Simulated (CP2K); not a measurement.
Consider allyl alcohol at its PBE geometry (Å).

```xyz
10

C     1.5438   -0.0825    0.2393
C     0.3027   -0.5726    0.1419
C    -0.8206    0.1253   -0.5628
O    -1.9365    0.3782    0.3215
H     1.8146    0.8707   -0.2205
H     2.3327   -0.6174    0.7683
H     0.0483   -1.5258    0.6141
H    -1.2370   -0.5065   -1.3609
H    -0.4627    1.0621   -1.0256
H    -1.5853    0.8684    1.0848
```

Method: CP2K XAS_TDP, all-electron GAPW, PBEh(45%), aug-cc-pVDZ, TDA, GW2X-corrected core level, no relativity.

Predict the bright core excitations at the O K edge.

Leading lines: O4 535.43 eV. The leading line of an atom is its first one with 35 % of the strongest within 2.5 eV of its lowest line over the strength cut. Core ionisation energies at this level: O4 538.47 eV.

The first six lines of each atom with a strength over 0.0015:

| atom | energy (eV) | states | strength, one atom | above the computed threshold |
| --- | --- | --- | --- | --- |
| O4 (bonded to C and H) | 535.43 | 1 | 0.0137 |  |
|  | 536.22 | 1 | 0.0245 |  |
|  | 537.37 | 1 | 0.0022 |  |
|  | 537.55 | 1 | 0.0021 |  |
|  | 537.80 | 1 | 0.0021 |  |
|  | 538.21 | 1 | 0.0132 |  |

Lines are vertical, at one geometry, with no vibrational structure. GW2X ionisation energies and lines can be off by 1 to 2 eV either way, and a good line position may hide errors that cancel. These values hold no scalar relativity, about 0.4 eV for O 1s. Rydberg lines, and the discretised continuum above threshold, depend on the basis and the box.

[Banner, clock and machine lines of the logs are left out without a mark of their own.]

[Logs are printed without paths, hosts, clocks, repeated set-up lines and the standing remarks that a program may print on its own settings, such as how far it seeks lower states.]

[Hosts, paths, dates, database ids (printed as entryN), source tags and the programs' standing remarks are cut or masked in the printed files.]
